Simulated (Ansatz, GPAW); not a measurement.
## Optical response of VAgS3 (model structure)

Aim: the dielectric function of VAgS3 (model structure), and the optical constants that follow from it. The structure is a model built here, which may or may not match a known phase. It was built so: All Nb replaced by V and O replaced by S in the Pm-3m structure of NbAgO3. The cell is first relaxed with Ansatz.

Main program and level: GPAW 26.7.0; DFT, RPBE, plane-wave PAW (GPAW data sets), scalar-relativistic, RPA, optical limit.

Report form: the programs' logs are mostly left out.

## 1. The starting structure

It takes space group Pm-3m (No. 221, cubic). The conventional cell has a = 4.781 Å, b = 4.781 Å, c = 4.781 Å, α = 90.00°, β = 90.00°, γ = 90.00°. Ag has 12 S at 3.38 Å nearest. Nearest to V lie 6 S at 2.39 Å. S has 2 V at 2.39 Å nearest. All Nb replaced by V and O replaced by S in the Pm-3m structure of NbAgO3. Farther neighbours and most contacts between anions are not listed.

## 2. Relaxation

The structure was built or cut out here, so it is relaxed before any spectrum is computed.

This step: DFT, RPBE, plane-wave PAW, default files, scalar-relativistic, relaxation (Ansatz 0.2.0).

Contents of input.yaml:

```yaml
crystal:
  lattice:
    - [4.78116206, 0.0, 0.0]
    - [0.0, 4.78116206, 0.0]
    - [0.0, 0.0, 4.78116206]
  atoms:
    - { symbol: Ag, position: [0.5, 0.5, 0.5] }
    - { symbol: V, position: [0.0, 0.0, 0.0], spin: 2.0 }
    - { symbol: S, position: [0.0, 0.0, 0.5] }
    - { symbol: S, position: [0.0, 0.5, 0.0] }
    - { symbol: S, position: [0.5, 0.0, 0.0] }
magnetization:
  spin_polarized: true
kpoints:
  mp_grid: { grid: [5, 5, 5] }
scf:
  occupations: { method: fermi_dirac, width: 0.05 }
hamiltonian:
  xc: rpbe
output:
  forces: true
  stress: true
relax:
  f_tol: 0.02
  max_steps: 50
  cell: {}
```

Run with:

```console
$ ansatz run input.yaml --threads 1 --pin off --max-ram 4096MiB --backend cpu --events-out ev --progress --plain --runs-dir out
```

The job ended after 25 s (1 thread of Arm Neoverse V1, shared host; peak memory 0.42 GiB).

The steps of the relaxation:

```
step  energy less that of the first step (eV)  largest force component (eV/Å)  pressure (GPa)  volume (Å³)
   1                                   0.0000                          0.0000           -4.56       109.30
   2                                  -0.1185                          0.0000           -1.34       103.12
   3                                  -0.1275                          0.0000            0.22       100.75
   4                                  -0.1277                          0.0000           -0.01       101.07
  5*                                  -0.1259                          0.0000            0.00       101.07
```

Relaxation steps marked * repeat the geometry before them on a plane-wave basis chosen anew for their cell, so energy and pressure can jump there.

The run keeps the 48 symmetry operations that it works with, so distortions that break them were not tested.

```
conventional cell, symmetrised  before  after  change
                         a (Å)   4.781  4.658  -2.6 %
                         b (Å)   4.781  4.658  -2.6 %
                         c (Å)   4.781  4.658  -2.6 %
              volume (Å³/atom)   21.86  20.21  -7.5 %
```

Final coordinates:

```cif
data_structure
_symmetry_space_group_name_H-M 'P 1'
_symmetry_Int_Tables_number 1
_cell_length_a 4.6582
_cell_length_b 4.6582
_cell_length_c 4.6582
_cell_angle_alpha 90.000
_cell_angle_beta 90.000
_cell_angle_gamma 90.000
_cell_volume 101.07
loop_
_atom_site_label
_atom_site_type_symbol
_atom_site_fract_x
_atom_site_fract_y
_atom_site_fract_z
_atom_site_occupancy
Ag1 Ag 0.50000 0.50000 0.50000 1
V2 V 0.00000 0.00000 0.00000 1
S3 S 0.00000 0.00000 0.50000 1
S4 S 0.00000 0.50000 0.00000 1
S5 S 0.50000 0.00000 0.00000 1
```

The relaxation ends with a pressure of 0.00 GPa.

## 3. Ground state

First the ground state: is it a metal or has it a gap?

This step: DFT, RPBE, plane-wave PAW (GPAW data sets), scalar-relativistic, ground state (GPAW 26.7.0).

Contents of gs.py:

```python
from ase import Atoms
from ase.dft.bandgap import bandgap
from gpaw import GPAW, PW, FermiDirac

atoms = Atoms(['Ag', 'V', 'S', 'S', 'S'],
              cell=[[4.658153105700, 0.000000000000, 0.000000000000],
                    [0.000000000000, 4.658153105700, 0.000000000000],
                    [0.000000000000, 0.000000000000, 4.658153105700]],
              scaled_positions=[[0.500000000000, 0.500000000000, 0.500000000000],
                                [0.000000000000, 1.000000000000, 1.000000000000],
                                [1.000000000000, 1.000000000000, 0.500000000000],
                                [1.000000000000, 0.500000000000, 0.000000000000],
                                [0.500000000000, 0.000000000000, 0.000000000000]],
              pbc=[True, True, True])
atoms.set_initial_magnetic_moments([0.0, 2.0, 0.0, 0.0, 0.0])
atoms.calc = GPAW(mode=PW(450), xc='RPBE', kpts={'size': (5, 5, 5), 'gamma': True},
                  occupations=FermiDirac(0.05), maxiter=150, txt='gs.txt')
print('energy (eV)', atoms.get_potential_energy())
print('Fermi level (eV)', atoms.calc.get_fermi_level())
print('valence electrons', atoms.calc.get_number_of_electrons())
print('gap (eV)', bandgap(atoms.calc, output=None)[0])
print('direct gap (eV)', bandgap(atoms.calc, direct=True, output=None)[0])
print('moments', atoms.get_magnetic_moments().round(3).tolist())
atoms.calc.write('gs.gpw')
```

Run with:

```console
$ OMP_NUM_THREADS=1 python gs.py
```

It took 44 s on 1 thread; peak memory 0.18 GiB.

This step gave:

| Item | Value |
| --- | --- |
| energy | -21.97 eV |
| Fermi energy | 5.414 eV |
| electrons | 48 |
| site moments | -0.01, 0.468, -0.141, -0.141, -0.141 μB |

There are states at the Fermi level within the smearing, so the occupations stay smeared and the carriers get a Drude term.

## 4. Bands for the response

At the fixed density, many empty bands are solved on the mesh of the response, since the spectrum sums over them.

This step: DFT, RPBE, plane-wave PAW (GPAW data sets), scalar-relativistic, bands at fixed density (GPAW 26.7.0).

Contents of nscf.py:

```python
from ase.dft.bandgap import bandgap
from gpaw import GPAW, FermiDirac

calc = GPAW('gs.gpw').fixed_density(kpts={'size': (8, 8, 8), 'gamma': True}, nbands=64, convergence={'bands': 58},
                                    occupations=FermiDirac(0.05), txt='nscf.txt')
print('gap (eV)', bandgap(calc, output=None)[0])
print('direct gap (eV)', bandgap(calc, direct=True, output=None)[0])
print('top band over the Fermi level (eV)', min(calc.get_eigenvalues(kpt=k)[57] for k in range(len(calc.get_ibz_k_points()))) - calc.get_fermi_level())
calc.write('full.gpw', mode='all')
```

Run with:

```console
$ OMP_NUM_THREADS=1 python nscf.py
```

It took 3.5 min on 1 thread; peak memory 0.35 GiB.

## 5. Dielectric function, RPA

Transitions between filled and empty bands, summed over the zone, give the optical response, so mesh, band count and broadening shape it.

The induced potential is part of this response.

This step: DFT, RPBE, plane-wave PAW (GPAW data sets), scalar-relativistic, RPA, optical limit (GPAW 26.7.0).

Contents of df.py:

```python
from gpaw.response.df import DielectricFunction

df = DielectricFunction('full.gpw', frequencies={'type': 'nonlinear', 'domega0': 0.03, 'omega2': 8},
                        ecut=80,
                        eta=0.1,
                        nbands=58,
                        rate=0.2,
                        txt='df.txt')
for direction in ['x']:
    df.get_dielectric_function(xc='RPA', direction=direction, filename=f'df_{direction}.csv')
```

Run with:

```console
$ OMP_NUM_THREADS=1 python df.py
```

The job ended after 77 s (1 thread; peak memory 1 GiB).

Some rows of df_x.csv (energy; Re and Im without local fields; Re and Im with them):

```text
0.000000, 482.836438, 0.000000, 481.480880, 0.000000
0.555532, -2.509389, 63.117881, -3.892134, 62.087893
1.143969, -12.020830, 25.870217, -12.148462, 25.305721
1.768324, -7.392707, 8.153040, -7.710342, 8.045732
2.431988, -1.792485, 4.812632, -2.089761, 4.781567
3.138794, 1.162622, 4.714561, 0.722813, 4.640844
3.893091, 1.489460, 5.583609, 1.081254, 5.246967
4.699832, 2.554591, 5.079292, 2.044628, 4.643351
5.564682, 0.383193, 4.032109, 0.030368, 3.799393
6.494155, 1.280684, 3.606797, 0.902580, 3.128446
7.495775, 1.442216, 4.035455, 0.955258, 3.445818
8.578281, -0.360875, 3.382131, -0.533591, 2.928318
9.751884, -0.410318, 3.157392, -0.273489, 2.568688
11.028587, 0.012209, 1.704935, -0.252749, 1.402016
12.422601, -0.212722, 2.397893, -0.086976, 1.475230
13.950874, -0.763090, 1.932515, 0.109531, 1.282147
15.633783, -0.740171, 0.994405, 0.131495, 1.020256
17.496047, -0.391864, 0.609550, 0.307129, 0.957535
19.567954, -0.037645, 0.340946, 0.130175, 0.560243
```

The Im ε, E ∥ x has structure finer than the step of the table below, so its rows give means over 1 eV, whole bins alone (the curve runs from 0.619 to 19.9 eV). Peaks (eV: height): 2.8: 5.58, 3.9: 5.25, 4.9: 5.65, 8.2: 4.48.

Sum at mesh points, not converged in k. Im ε, E ∥ x against photon energy; means over each step:

```
photon energy (eV)  Im ε, E ∥ x
                 2         8.03
                 3         4.77
                 4         4.55
                 5         4.98
                 6         3.45
                 7         3.25
                 8         3.70
                 9         2.75
                10         2.35
                11         1.52
                12         1.64
                13         1.41
                14         1.24
                15         1.11
                16         1.03
                17        0.884
                18        0.935
                19        0.716
```

Values under 1 per cm are given as 1; sum at mesh points, not converged in k. Absorption coefficient, E ∥ x against photon energy:

```
photon energy (eV)  absorption coefficient, E ∥ x (1/cm)
             1.010                                 5.1e5
             1.486                                 5.8e5
             1.985                                 5.1e5
             2.508                                 4.4e5
             3.018                                 4.7e5
             3.510                                 4.4e5
             3.980                                 6.0e5
             4.516                                 5.1e5
             4.981                                 7.6e5
             5.515                                 7.9e5
             6.021                                 7.2e5
             6.494                                 7.1e5
             6.985                                 7.7e5
             7.496                                 8.7e5
             8.026                                 1.0e6
             8.516                                 1.2e6
             9.023                                 1.1e6
             9.483                                 1.1e6
            10.026                                 1.1e6
            10.519                                 1.3e6
            11.029                                 1.0e6
            11.479                                 9.5e5
            12.023                                 1.1e6
            12.504                                 1.1e6
            13.000                                 1.1e6
            13.512                                 1.1e6
            14.040                                 1.1e6
            14.493                                 1.0e6
            14.960                                 1.1e6
            15.536                                 1.1e6
            16.031                                 1.1e6
            16.541                                 1.2e6
            16.959                                 9.6e5
            17.496                                 1.0e6
            18.049                                 1.3e6
            18.504                                 1.1e6
            18.969                                 1.1e6
            19.447                                 1.0e6
```

The loss function −Im 1/ε at q → 0, E ∥ x has structure finer than the step of the table below, so its rows give means over 0.5 eV, whole bins alone (the curve runs from 0.619 to 19.9 eV). Peaks (eV: height): 11.18: 0.778, 16.85: 1.18, 19.57: 1.69.

Sum at mesh points, not converged in k. Loss function −Im 1/ε at q → 0, E ∥ x against energy loss; means over each step:

```
energy loss (eV)  loss function −Im 1/ε at q → 0, E ∥ x
             1.0                                 0.0261
             1.5                                 0.0444
             2.0                                 0.0956
             2.5                                  0.187
             3.0                                  0.199
             3.5                                  0.203
             4.0                                  0.204
             4.5                                  0.208
             5.0                                  0.173
             5.5                                  0.242
             6.0                                  0.290
             6.5                                  0.281
             7.0                                  0.308
             7.5                                  0.277
             8.0                                  0.248
             8.5                                  0.308
             9.0                                  0.356
             9.5                                  0.390
            10.0                                  0.424
            10.5                                  0.462
            11.0                                  0.688
            11.5                                  0.629
            12.0                                  0.594
            12.5                                  0.688
            13.0                                  0.685
            13.5                                  0.764
            14.0                                  0.782
            14.5                                  0.868
            15.0                                  0.884
            15.5                                  0.920
            16.0                                  0.949
            16.5                                  0.994
            17.0                                   1.11
            17.5                                  0.956
            18.0                                   1.01
            18.5                                   1.29
            19.0                                   1.33
            19.5                                   1.58
```

The reflectivity at normal incidence, E ∥ x has structure finer than the step of the table below, so its rows give means over 0.5 eV, whole bins alone (the curve runs from 0.619 to 19.9 eV). Peaks (eV: height): 5.27: 32.1, 8.33: 32.2, 18.16: 17.6.

Sum at mesh points, not converged in k. Reflectivity at normal incidence, E ∥ x against photon energy; means over each step:

```
photon energy (eV)  reflectivity at normal incidence, E ∥ x (%)
               1.0                                         69.5
               1.5                                         66.6
               2.0                                         55.1
               2.5                                         38.1
               3.0                                         29.8
               3.5                                         25.3
               4.0                                         27.0
               4.5                                         21.9
               5.0                                         28.7
               5.5                                         28.8
               6.0                                         22.9
               6.5                                         21.3
               7.0                                         20.4
               7.5                                         20.5
               8.0                                         23.5
               8.5                                         29.3
               9.0                                         24.0
               9.5                                         24.9
              10.0                                         24.9
              10.5                                         27.9
              11.0                                         22.1
              11.5                                         15.3
              12.0                                         17.9
              12.5                                         18.3
              13.0                                         16.6
              13.5                                         17.2
              14.0                                         15.8
              14.5                                         15.7
              15.0                                         14.0
              15.5                                         14.5
              16.0                                         13.2
              16.5                                         14.7
              17.0                                         11.8
              17.5                                         10.9
              18.0                                         15.3
              18.5                                         14.7
              19.0                                         14.2
              19.5                                         14.0
```

The Im ε, E ∥ x has structure finer than the step of the table below, so its rows give means over 0.5 eV, whole bins alone (the curve runs from 0.619 to 19.9 eV). Peaks (eV: height): without local fields 2.82: 5.66, 3.89: 5.58, 5.12: 6.11, 8.15: 5.32, 12.10: 2.87; with local fields 2.82: 5.58, 3.89: 5.25, 4.93: 5.65, 8.21: 4.48.

Sum at mesh points, not converged in k. The Im ε, E ∥ x by photon energy; means over each step:

```
photon energy (eV)  without local fields  with local fields
               1.0                  35.0               34.3
               1.5                  15.5               15.3
               2.0                  7.64               7.48
               2.5                  4.90               4.84
               3.0                  5.07               5.01
               3.5                  4.74               4.61
               4.0                  5.02               4.79
               4.5                  4.46               4.14
               5.0                  5.89               5.45
               5.5                  4.43               4.17
               6.0                  3.77               3.38
               6.5                  3.80               3.39
               7.0                  3.40               3.10
               7.5                  3.93               3.36
               8.0                  4.73               3.87
               8.5                  3.71               3.22
               9.0                  3.51               2.80
               9.5                  3.12               2.54
              10.0                  2.83               2.32
              10.5                  2.32               2.03
              11.0                  1.74               1.41
              11.5                  2.32               1.57
              12.0                  2.67               1.68
              12.5                  2.46               1.46
              13.0                  2.54               1.45
              13.5                  2.20               1.31
              14.0                  1.97               1.27
              14.5                  1.68               1.15
              15.0                  1.35               1.11
              15.5                  1.07               1.07
              16.0                 0.905               1.02
              16.5                 0.695              0.998
              17.0                 0.672              0.839
              17.5                 0.602              0.956
              18.0                 0.446              0.984
              18.5                 0.438              0.759
              19.0                 0.413              0.735
              19.5                 0.359              0.606
```

At chosen wavelengths:

```
wavelength (nm)     n      k  R (%)    1/α
            800  1.89  3.692   65.6  17 nm
            633  1.56  2.557   52.4  20 nm
            532  1.27  2.095   46.8  20 nm
            405  1.56  1.467   28.3  22 nm
            365  1.59  1.351   25.5  21 nm
            308  1.65  1.475   28.3  17 nm
            193  1.39  1.129   20.4  14 nm
```

A polished face would reflect 49 % of daylight and look yellow (CIE x = 0.356, y = 0.378 under D65).

## 6. Results

**Reading.** At this level (RPBE, RPA) VAgS3 is a metal. The mesh is too coarse to trust the carriers' weight, the reflectivity or the colour to better than tens of per cent. The cell shrank by 7.5 % in volume. A polished face would reflect 49 % of daylight and look yellow (CIE x = 0.356, y = 0.378 under D65). The carriers' damping of 0.2 eV is typed, not computed; it shapes the response at the lowest energies. The magnetic state comes from one start and need not be the lowest. In this version of GPAW the matrix elements of the optical limit are incomplete, which can lower ε − 1 by up to a tenth where first-row anions or d states rule, and shift it by more in d metals. GPAW's carrier term has the form −ωp²/(ω + i·rate)², which damps like twice the rate and fails at low energy, so the curves leave the lowest energies out. The sum runs over mesh points 0.17 Å⁻¹ apart with no interpolation, so peaks are partly noise of the mesh, and the Drude plasma energy, a sum over the Fermi surface, isn't converged.

[Machine, clock and banner lines and Python warnings are left out of the logs.]

[Logs are printed without paths, hosts, clocks, repeated set-up lines and the standing remarks that a program may print on its own settings, such as how far it seeks lower states.]

[Hosts, paths, dates, database ids (printed as entryN), source tags and the programs' standing remarks are cut or masked in the printed files.]
